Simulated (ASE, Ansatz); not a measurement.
# Localised basis functions on twisted silicene bilayer, 27.80° (156 atoms)

Wanted: errors and times of a linear-scaling basis for twisted silicene bilayer, 27.80° (156 atoms). A setting counts as converged where the r.m.s. difference of forces stays under 1 % of the r.m.s. force.

Program: Ansatz 0.2.0. Level of theory: Kohn-Sham DFT, PBE+D3(BJ), PAW (set soft_2), plane waves. Results are calculated unless marked as measured.

## Step 1: The starting structure

The cell holds 156 atoms: 156 Si. Its edges and angles: a = 24.106 Å, b = 24.106 Å, c = 16.170 Å, α = 90.0°, β = 90.0°, γ = 120.0°. It derives from Si (silicene). Silicene (a = 3.86 Å) under silicene (a = 3.86 Å), bilayer, commensurate cell of 39 unit cells a layer, twist 27.80 deg; facing planes 3.29 Å apart; 12 Å of vacuum; layers as built, displaced by a Gaussian of 0.01 Å. Regions: layer 1, 78 atoms (78 Si); layer 2, 78 atoms (78 Si). Vacuum lies along c.

Limits known from the start: Beside vacuum, support functions can miss their usual error bounds without a warning. Only the Γ point is sampled, in a cell whose shortest periodic width is 21 Å.

## Step 2: Plane-wave single point

The first run fixes the reference, at a cutoff of 420 eV.

File input.yaml:

```yaml
crystal:
  lattice:
    - [24.1057, 0.0, 0.0]
    - [-12.05285, 20.87615, 0.0]
    - [0.0, 0.0, 16.17]
  atoms:
    - { symbol: Si, position: [0.10299, 0.69245, 0.39789] }
    - { symbol: Si, position: [0.12868, 0.61528, 0.37144] }
    - { symbol: Si, position: [0.15442, 0.8728, 0.3994] }
    - { symbol: Si, position: [0.17971, 0.79539, 0.37024] }
    - { symbol: Si, position: [0.20478, 0.05132, 0.39853] }
    - { symbol: Si, position: [0.2311, 0.97441, 0.37143] }
    - { symbol: Si, position: [0.07761, 0.10331, 0.39871] }
    - { symbol: Si, position: [0.10246, 0.02544, 0.37104] }
    - { symbol: Si, position: [0.12833, 0.28248, 0.39818] }
    - { symbol: Si, position: [0.15393, 0.20478, 0.37121] }
    - { symbol: Si, position: [0.17901, 0.46147, 0.39861] }
    - { symbol: Si, position: [0.20584, 0.38525, 0.37099] }
    - { symbol: Si, position: [0.23129, 0.64181, 0.39878] }
    - { symbol: Si, position: [0.25654, 0.56389, 0.37217] }
    - { symbol: Si, position: [0.28188, 0.8205, 0.39813] }
    - { symbol: Si, position: [0.30812, 0.74398, 0.37151] }
    - { symbol: Si, position: [0.3341, 0.00036, 0.39839] }
    - { symbol: Si, position: [0.35914, 0.92237, 0.37186] }
    - { symbol: Si, position: [0.257, 0.23043, 0.39801] }
    - { symbol: Si, position: [0.28154, 0.15421, 0.37176] }
    - { symbol: Si, position: [0.30699, 0.40911, 0.39707] }
    - { symbol: Si, position: [0.33317, 0.33247, 0.3701] }
    - { symbol: Si, position: [0.35937, 0.58997, 0.39845] }
    - { symbol: Si, position: [0.38476, 0.51241, 0.3699] }
    - { symbol: Si, position: [0.41027, 0.7684, 0.39828] }
    - { symbol: Si, position: [0.43615, 0.69269, 0.37069] }
    - { symbol: Si, position: [0.46115, 0.94872, 0.39818] }
    - { symbol: Si, position: [0.4868, 0.8718, 0.3703] }
    - { symbol: Si, position: [0.38339, 0.17934, 0.39826] }
    - { symbol: Si, position: [0.41048, 0.10205, 0.37144] }
    - { symbol: Si, position: [0.43557, 0.35885, 0.39719] }
    - { symbol: Si, position: [0.46078, 0.28137, 0.36954] }
    [... 118 atom lines left out ...]
    - { symbol: Si, position: [0.87167, 0.15444, 0.62949] }
    - { symbol: Si, position: [0.84596, 0.05175, 0.60136] }
    - { symbol: Si, position: [0.00016, 0.33389, 0.62844] }
    - { symbol: Si, position: [0.97422, 0.23093, 0.60143] }
    - { symbol: Si, position: [0.05196, 0.20444, 0.62978] }
    - { symbol: Si, position: [0.02509, 0.10135, 0.6022] }
kpoints:
  mp_grid: { grid: [1, 1, 1] }
hamiltonian:
  xc: pbe
  dispersion: d3bj
scf:
  occupations: { method: fermi_dirac, width: 0.025 }
output:
  forces: true
  populations: true
  dos:
    method: { smearing: { sigma: 0.15 } }
    de: 0.1
    projected:
      site_lists:
        Si: [Si]
        layer_1: [0, 1, 2, 3, 4, 5, 6, 7, 8, 9, 10, 11, 12, 13, 14, 15, 16, 17, 18, 19, 20, 21, 22, 23, 24, 25, 26, 27, 28, 29, 30, 31, 32, 33, 34, 35, 36, 37, 38, 39, 40, 41, 42, 43, 44, 45, 46, 47, 48, 49, 50, 51, 52, 53, 54, 55, 56, 57, 58, 59, 60, 61, 62, 63, 64, 65, 66, 67, 68, 69, 70, 71, 72, 73, 74, 75, 76, 77]
        layer_2: [78, 79, 80, 81, 82, 83, 84, 85, 86, 87, 88, 89, 90, 91, 92, 93, 94, 95, 96, 97, 98, 99, 100, 101, 102, 103, 104, 105, 106, 107, 108, 109, 110, 111, 112, 113, 114, 115, 116, 117, 118, 119, 120, 121, 122, 123, 124, 125, 126, 127, 128, 129, 130, 131, 132, 133, 134, 135, 136, 137, 138, 139, 140, 141, 142, 143, 144, 145, 146, 147, 148, 149, 150, 151, 152, 153, 154, 155]
  eigenvalues: true
```

Launch:

```
> ansatz run input.yaml --threads 32 --pin off --max-ram 92160MiB --backend cuda --events-out ev --progress --plain --runs-dir out --max-vram 78GiB
```

Numbers of over 12 decimals in the logs are rounded to 6 here.

What it wrote:

```text
Engine: ansatz 0.2.0, aarch64-unknown-linux-gnu
Pseudopotentials: kind: paw
Pseudopotential: Si, paw, valence charge 4, recommended cutoff 420 eV (normal), Si.paw.azcp
Functional definition: PBE
  parameter kappa = 0.804
  parameter beta = 0.066725
  exchange = pbe_x(kappa = kappa, mu = beta*pi^2/3)
  correlation = pbe_c(beta = beta)
device memory: the entry about to start is reckoned to put 14.8 GiB on a device that reports 176.6 GiB free (of which the cap on the GPU budget leaves the run 78.0 GiB)
GPU FFT provider: cuFFT
GPU libraries: cuBLAS 13.8.1, cuFFT 12.4.0, cuSOLVER 12.3.2
GPU matrix products: emulated (plane waves: as basis.precision tells), large ones in fixed point in workspaces of 1.00 GiB
Crystal: 156 atoms, lattice volume = 8137.297 Å³
Basis set: ecut = 420 eV, 159067 PW (Γ), exchange–correlation on 324×324×240 points (8 copies of the dense FFT grid, shifted against one another)
Bands: 468, of which v1, the nominal top of the filled ones, is band 312 counted from 1 (311 counted from 0)
Symmetry: 1 space group operations
Space group: P1 (ITA 1), of the structure as read, at distance tolerance 2.0e-4 Å
k-points: 1
Non-local potential: Si, projectors of the file, l = 0: 2, l = 1: 2, l = 2: 2
PAW form: soft (Blöchl's): semilocal exchange-correlation on the pseudo side does not see the compensation charge
PAW one-centre angular grid: Si, 110 points (default); XC on 64 Gauss nodes
Initial density: superposition of atomic densities (neutral atoms: chi_scale 0, normalization atom), corrected by the library's trained network
Initial wavefunctions: pseudopotential atomic-orbital guess
GPU buffer pool allocated for 3149280 grid points (all kernels)
GPU transforms: local potential and band sums: pruned to the plane-wave sphere, on 162×162×120
Functional: x = pbe(κ = 0.804, μ = 0.219515), c = pbe(β = 0.066725)
SCF iter   1: F=—  HF=-99130.051924 eV  |F-HF|=—  |Δ(HF+E_count)|=         —  Δρ=2.07e-3  dr2=1.01e0  ethr=1.77e-3  ⟨swp⟩=8.0  Hψ=2578  notcnv=0  defer=38
preconditioner: auto → LDOS  [metal: Δε(μ)=0.058 eV  Ē_g=7.043 eV  σ=0.025 eV  W_gap=0.45  n_scr=788 (ndim 8)  ℏωp=10.3 eV  f_vac=0.473  D(μ)=95.01/eV (n_scr^D=438)  β→1.0]
SCF iter   2: F=—  HF=-99130.029287 eV  |F-HF|=—  |Δ(HF+E_count)|=   2.26e-2  Δρ=9.22e-4  dr2=1.59e-1  ethr=1.61e-4  ⟨swp⟩=4.0  Hψ=886  notcnv=0  defer=136
SCF iter   3: F=—  HF=-99130.023417 eV  |F-HF|=—  |Δ(HF+E_count)|=   5.87e-3  Δρ=4.80e-4  dr2=7.13e-2  ethr=2.54e-5  ⟨swp⟩=3.0  Hψ=894  notcnv=0  defer=136
SCF iter   4: F=—  HF=-99130.012323 eV  |F-HF|=—  |Δ(HF+E_count)|=   1.11e-2  Δρ=2.49e-4  dr2=1.97e-2  ethr=1.14e-5  ⟨swp⟩=3.0  Hψ=774  notcnv=0  defer=136
SCF iter   5: F=—  HF=-99130.007387 eV  |F-HF|=—  |Δ(HF+E_count)|=   4.94e-3  Δρ=9.46e-5  dr2=3.29e-3  ethr=3.15e-6  ⟨swp⟩=3.0  Hψ=715  notcnv=0  defer=136
SCF iter   6: F=—  HF=-99130.016276 eV  |F-HF|=—  |Δ(HF+E_count)|=   8.89e-3  Δρ=3.31e-5  dr2=4.09e-4  ethr=5.28e-7  ⟨swp⟩=2.0  Hψ=460  notcnv=0  defer=136
SCF iter   7: F=—  HF=-99130.016253 eV  |F-HF|=—  |Δ(HF+E_count)|=   2.24e-5  Δρ=1.37e-5  dr2=6.64e-5  ethr=6.55e-8  ⟨swp⟩=2.0  Hψ=554  notcnv=0  defer=136
SCF iter   8: F=—  HF=-99130.014994 eV  |F-HF|=—  |Δ(HF+E_count)|=   1.26e-3  Δρ=5.90e-6  dr2=1.13e-5  ethr=1.06e-8  ⟨swp⟩=3.0  Hψ=796  notcnv=0  defer=136
SCF iter   9: F=—  HF=-99130.014995 eV  |F-HF|=—  |Δ(HF+E_count)|=   1.41e-7  Δρ=2.92e-6  dr2=2.16e-6  ethr=1.81e-9  ⟨swp⟩=2.0  Hψ=471  notcnv=0  defer=136
SCF iter  10: F=—  HF=-99130.014995 eV  |F-HF|=—  |Δ(HF+E_count)|=   4.23e-8  Δρ=1.46e-6  dr2=6.39e-7  ethr=3.46e-10  ⟨swp⟩=2.0  Hψ=477  notcnv=0  defer=136
SCF iter  11: F=—  HF=-99130.014995 eV  |F-HF|=—  |Δ(HF+E_count)|=   2.76e-8  Δρ=7.47e-7  dr2=1.36e-7  ethr=1.02e-10  ⟨swp⟩=2.0  Hψ=560  notcnv=0  defer=136
SCF iter  12: F=-99130.014994 eV  HF=-99130.014995 eV  |F-HF|=2.98e-8  |Δ(HF+E_count)|=   6.00e-9  Δρ=3.80e-7  dr2=4.33e-8  ethr=1.60e-11  ⟨swp⟩=20.0  Hψ=3343  notcnv=0
SCF 1 converged in 12 iterations: F = -99130.014994 eV  dr2 = 4.33e-8
  greatest PAW one-centre occupation: 0.652 electrons in one spin orbital (limit 2), on the Si atom at site 69 (counted from 0), in its partial waves of l = 0
SCF converged after 12 iterations
Free energy (F): -99130.014994 eV
Harris-Foulkes:  -99130.014995 eV  (|F-HF|=2.98e-8)
Internal energy: -99129.782526 eV  (E = F + TS)
E sigma→0 (E₀):  -99129.898760 eV
Entropy (-TS):   -0.232469 eV (-1.490 meV/atom)
Fermi energy:    -0.521775 eV
--- Per-component energies (eV) ---
  E_band       = -3356.733437
  E_kinetic    = 6092.222831
  E_local      = -69245.407619  (includes V_loc(G=0)·N_el)
  E_nonlocal   = 4079.858715
  E_hartree    = 31600.855242
  E_xc         = -8483.260325
  E_vxc        = -7115.380119  (∫ρ·V_xc dr)
  E_paw        = -79977.836301  (= ΣΔE_a)
  E_vpaw       = -369.732297  (= ΣTr[D̂ρ^β])
  E_aug_tail   = 0.000989  (compensation charges beyond the density's cutoff)
  E_ewald      = 16846.113637
  E_disp       = -42.329695  (pairwise vdW)
  E_smearing   = -0.232469  (= −TS)
  E_closure    = 0.000000  (closes the sum)
  Σ components = -99130.014994   (vs F -99130.014994, Δ=0.00e0)
--- Forces (eV/Å), atoms counted from 1 ---
[... 156 lines of forces left out ...]
  max |Σ_I F_I| component: 5.72e-6 eV/Å
--- Band table (eV) ---
[... left out ...]
--- Löwdin populations: 156 sites ---
  site symbol       q [e]
[... 156 lines, one an atom, left out ...]
  spilling = 0.012370 (of n_electrons = 624.000000)
```

It took 3.5 s on 1 × NVIDIA GB200 with 32 threads of Arm Neoverse V2, shared host; peak memory 2.2 GiB.

Reading the cycles: dr2 is the Hartree energy of the density residual (eV), the measure of convergence; HF is the Harris–Foulkes estimate of the energy, which meets the free energy F at convergence.

That memory is the host's; the program planned up to 14.8 GiB on the GPU. Forces of this run were stored rounded, and per-atom blocks of the log weren't kept.

Numbers from this run:

```
free energy                             : -99130.0150 eV
free energy per atom                    : -635.4488 eV/atom
SCF cycles                              : 12
r.m.s. force component                  : 0.2419 eV/Å
longest force                           : 0.8479 eV/Å
Fermi energy                            : -0.5218 eV
levels partly filled by over 2 per cent : 9
spilling of the projection              : 0.01237
```

Length of the force by element:

```csv
element,coordination,atoms,mean length of the force (eV/Å),spread,least,most
Si,all,156,0.388,0.158,0.0879,0.848
```

The mean of these charges, 0.049 e, is only the charge that the projection spills.

Löwdin charges by element (they lack the spilled electrons, 0.049 e an atom on average):

```csv
element,coordination,atoms,mean charge (e),spread,least,most
Si,all,156,0.0495,0.0151,0.0323,0.0807
```

By region:

```csv
region,atoms,mean length of the force (eV/Å)
layer 1,78,0.366
layer 2,78,0.411
```

Density of states as counts of states in windows of 0.5 eV (from the Fermi level), total and some projections:

```csv
from (eV),to (eV),total,Si p,layer 1,layer 2,Si s
-10,-9.5,23.6,5.8,11.7,11.7,17.6
-9.5,-9,30.7,9.4,15.2,15.2,20.9
-9,-8.5,37.6,11.5,18.6,18.6,25.8
-8.5,-8,4.2,1.3,2.1,2.1,2.9
-8,-7.5,15.6,6.1,7.7,7.7,9.4
-7.5,-7,13.7,7.1,6.7,6.8,6.4
-7,-6.5,40.7,21.6,20.1,20.1,18.5
-6.5,-6,17.7,8.7,8.8,8.8,8.9
-6,-5.5,0.8,0.5,0.4,0.4,0.4
-5.5,-5,23.3,13.2,11.5,11.5,9.9
-5,-4.5,24.9,15.3,12.3,12.3,9.3
-4.5,-4,7.5,7.1,3.7,3.7,0.2
-4,-3.5,50.0,45.8,24.6,24.7,3.6
-3.5,-3,21.3,18.6,10.5,10.5,2.5
-3,-2.5,75.4,69.2,37.1,37.1,5.0
-2.5,-2,41.2,39.6,20.4,20.3,1.0
-2,-1.5,59.2,56.9,29.2,29.2,1.4
-1.5,-1,34.4,32.9,17.0,17.0,1.1
-1,-0.5,23.0,21.4,11.4,11.3,1.3
-0.5,0,26.8,24.7,13.1,13.2,1.5
0,0.5,13.8,12.7,6.7,6.7,0.7
0.5,1,22.4,19.6,10.6,10.6,1.7
1,1.5,43.9,30.1,19.9,19.9,9.7
1.5,2,44.2,31.8,20.1,20.1,8.4
```

Between -12 and -10 eV lie 52 more states.

Not all projections were asked for or kept, so they needn't add up to the total.

The levels nearest the highest filled one (over half full), pooled over k-points and spins:

```csv
level less the highest filled one (eV),occupation
-0.141,2.00
-0.133,2.00
-0.0164,1.76
-0.0112,1.71
-0.0086,1.69
0,1.59
0.0359,0.954
0.0449,0.778
0.0496,0.691
0.0499,0.685
0.0972,0.146
0.219,0.001
```

Löwdin charges run from +0.03 to +0.08 e, about a mean that is the spilled charge alone. Within 0.4 eV of the Fermi level the largest share is Si p (95 % of the projected weight).

## Step 3: Distances and neighbours

These statistics describe the geometry on which the runs were made.

Normalised to the volume that the atoms fill. Pair distribution function in bins of 0.1 Å:

```csv
r (Å),total
2.15,0.00
2.25,9.10
2.35,0.15
2.45,0.00
2.55,0.00
2.65,0.00
2.75,0.00
2.85,0.00
2.95,0.00
3.05,0.00
3.15,0.00
3.25,0.00
3.35,0.17
3.45,0.00
3.55,0.15
3.65,0.26
3.75,0.10
3.85,6.88
3.95,0.25
4.05,0.01
4.15,0.53
4.25,0.53
4.35,0.27
4.45,2.40
4.55,0.26
4.65,0.75
4.75,0.42
4.85,0.08
4.95,0.55
5.05,0.05
5.15,0.07
5.25,0.47
5.35,0.62
5.45,0.26
5.55,0.15
5.65,0.30
5.75,0.03
5.85,0.75
5.95,2.67
6.05,0.26
6.15,0.46
6.25,0.10
6.35,0.20
6.45,0.12
```

Bonds by pair of elements; cutoffs follow the first minimum of g(r), held within bounds set by covalent radii, and pairs that aren't listed don't count as bonded:

```csv
pair A-B,cutoff (Å),bonds,mean length (Å),spread (Å),shortest (Å),B about A,A about B
Si-Si,2.68,234,2.27,0.013,2.23,3,3
```

How many atoms have how many bonded neighbours:

```csv
element,mean,3
Si,3,156
```

Bond angles, per cent of each kind in bins of 5°:

```csv
angle (°),Si-Si-Si
110–115,0.2
115–120,99.8
```

Bond angles (no mean is given where the spread exceeds 20°):

```csv
angle,count,mean (°),spread (°)
Si-Si-Si,468,116,0.6
```

The first peak of g(r) lies near 2.27 Å. By these cutoffs all Si atoms have 3 bonded neighbours. The Si-Si-Si angle averages 116° with a spread of 0.6°.

Local excerpt of 11 atoms (numbers count through the whole input) about Si146, which bears the longest force; x, y, z are measured from there.

```csv
atom,x,y,z,distance (Å),bonds,Löwdin charge (e),Fx,Fy,Fz (eV/Å)
Si146,0.00,0.00,0.00,0.00,3,0.04,-0.62,-0.14,-0.56
Si151,2.13,-0.54,0.44,2.24,3,0.07,0.51,-0.07,0.18
Si145,-0.63,2.13,0.43,2.27,3,0.06,-0.17,0.09,0.12
Si143,-1.58,-1.62,0.44,2.30,3,0.04,0.44,0.26,0.12
Si63,0.29,0.53,-3.30,3.36,3,0.03,-0.22,-0.03,0.55
Si154,3.68,1.06,-0.01,3.83,3,0.04,0.29,-0.23,-0.24
Si152,2.75,-2.68,-0.01,3.84,3,0.03,0.23,0.01,-0.29
Si148,0.92,3.74,0.01,3.85,3,0.03,-0.37,0.12,-0.36
Si138,-2.80,2.66,-0.03,3.86,3,0.04,0.08,0.05,-0.36
Si144,-0.95,-3.75,0.00,3.86,3,0.05,0.10,-0.22,-0.35
Si136,-3.72,-1.08,0.00,3.87,3,0.03,-0.39,0.06,-0.30
```

The column of bonds counts only the pairs Si-Si within 2.68 Å; other neighbours, such as metal atoms beside each other in a compound, aren't counted, and periodic images can show an atom twice.

## Step 4: Support functions medium

With localised support functions most steps grow linearly with size, though the diagonalisation grows faster unless the density matrix is cut; this run measures error and cost at this size. The level medium gives here a grid of 96×96×72 points and a radius of 4.55 Å.

This step: Kohn-Sham DFT, PBE+D3(BJ), PAW (set soft_2), localised support functions (medium) (Ansatz 0.2.0).

input.yaml, the sections that differ from step 2:

```yaml
scf:
  occupations: { method: fermi_dirac, width: 0.025 }
  eigensolver: { kind: { support_functions: { accuracy: medium } } }
  mixing: { beta: 0.4 }
  max_iter: 150
output:
  forces: true
  eigenvalues: true
# crystal, kpoints, hamiltonian: as in step 2
```

What it wrote:

```text
Warning: scf.eigensolver.kind.support_functions: disabling space-group detection — the functions' gradient is summed over unrotated k-points, so no spatial operation reduces the k-mesh or symmetrises the density; time reversal is kept, so that k and −k are solved as one point where they differ and the mesh holds both, and exact exchange and, on two spinor components, a DFT+U term hold to it where the run has them: [...]
settings of this run that can trade accuracy for cost: scf.eigensolver.kind.support_functions [...]
[...]
GPU FFT provider: cuFFT
GPU libraries: cuBLAS 13.8.1, cuFFT 12.4.0, cuSOLVER 12.3.2
[...]
Crystal: 156 atoms, lattice volume = 8137.297 Å³
Basis set: ecut = 420 eV, 159067 PW (Γ), exchange–correlation on 324×324×240 points (8 copies of the dense FFT grid, shifted against one another)
Bands: 375, of which v1, the nominal top of the filled ones, is band 312 counted from 1 (311 counted from 0)
[... 1 set-up line as in the run before ...]
k-points: 1
[...]
GPU buffer pool allocated for 3149280 grid points (all kernels)
Eigensolver: Support functions (medium, 96×96×72 points, laid for a spacing of at most 0.257060 Å, radius 4.554665 Å, 200 sites without an atom, 0 species' potentials softened for the grid, 1 wholly corrected for its errors in the mean over positions, 1 with the egg-box correction, energy correction by stochastic trace)
[...]
SCF iter   1: F=—  HF=-99099.710150 eV  |F-HF|=—  |Δ(HF+E_count)|=         —  Δρ=2.16e-2  dr2=4.00e1  ethr=1.00e-1
[...]
SCF iter  14: F=-99130.060331 eV  HF=-99130.060016 eV  |F-HF|=3.15e-4  |Δ(HF+E_count)|=   1.45e-3  Δρ=4.15e-6  dr2=2.40e-6  ethr=2.66e-9
SCF 1 converged in 14 iterations: F = -99130.069986 eV  dr2 = 2.40e-6
[...]
SCF converged after 14 iterations
Stability not checked: this state was not tested for a lower state beside it, because the mixer in use, unlike msr1, does not test its closes by its own steps (another_mixer; see scf.mixing.algorithm and scf.lower_state_search)
Free energy (F): -99130.069986 eV
[...]
Internal energy: -99129.837611 eV  (E = F + TS)
E sigma→0 (E₀):  -99129.953798 eV
Entropy (-TS):   -0.232375 eV (-1.490 meV/atom)
Fermi energy:    -0.521632 eV
[...]
--- Forces (eV/Å), atoms counted from 1 ---
[... 156 lines of forces left out ...]
  max |Σ_I F_I| component: 8.22e-4 eV/Å
--- Band table (eV) ---
[... left out ...]
```

Wall time 4.6 s (1 × NVIDIA GB200 with 32 threads); peak memory 2.2 GiB; 14 s of CPU time.

That memory is the host's; the program planned up to 6.3 GiB on the GPU.

The program notes that the band table was not solved further than the SCF left it and it switched symmetry off. Further notices: vacuum switching off with vacuum.

Keys that differ from the reference: support_functions.accuracy = "medium", scf.max_iter = 150 and scf.mixing.beta = 0.4.

Forces differ from the reference by 0.10 meV/Å r.m.s., 0.043 % of their size, well within a tolerance of 1 %; the energy by -0.35 meV/atom. The two runs also began from different starting densities, which bears on cycles and time.

## Step 5: All settings compared

Each row is set against the plane-wave reference (Kohn-Sham DFT, PBE+D3(BJ), PAW (set soft_2), plane waves; r.m.s. force component 0.242 eV/Å). Energies are set beside the reference only for runs with its functional, potentials and electron count. Times are for 1 × NVIDIA GB200 with 32 threads of Arm Neoverse V2, shared host. The reference's time includes the DOS, which some other runs skip.

```csv
run,"Δ force, r.m.s. (meV/Å)",share of r.m.s. force (%),Δ energy (meV/atom),cycles,time,host memory (GiB),planned on the GPU (GiB)
reference,-,-,-,12,3.5 s,2.2,15
support functions medium,0.105,0.0435,-0.352,14,4.6 s,2.2,6.3
```

## Step 6: What came out

| Item | Value |
| --- | --- |
| free energy per atom | -635.4488 eV/atom |
| r.m.s. force component | 0.2419 eV/Å |
| wall time of the 2 DFT runs | 8.1 s |

What this shows: Against plane waves at 420 eV, the forces differ by 0.10 meV/Å (0.043 %) with support functions medium. At 156 atoms the run with support functions medium takes roughly 1.3 times the time of plane waves (whose run also made extra analyses, so the like-for-like ratio is larger), in 14 SCF cycles against 12. Differences between support functions and plane waves include what basis error the plane-wave run still has.

No gap is quoted, since levels at the Fermi energy are partly filled. By these cutoffs all Si atoms have 3 bonded neighbours.

What to keep in mind: The geometry was built by rule, was displaced at random and isn't relaxed at this level: its force components are 0.24 eV/Å r.m.s.

[Logs are printed without paths, hosts, clocks, repeated set-up lines and the standing remarks that a program may print on its own settings, such as how far it seeks lower states.]

[Hosts, paths, dates, database ids (printed as entryN), source tags and the programs' standing remarks are cut or masked in the printed files.]
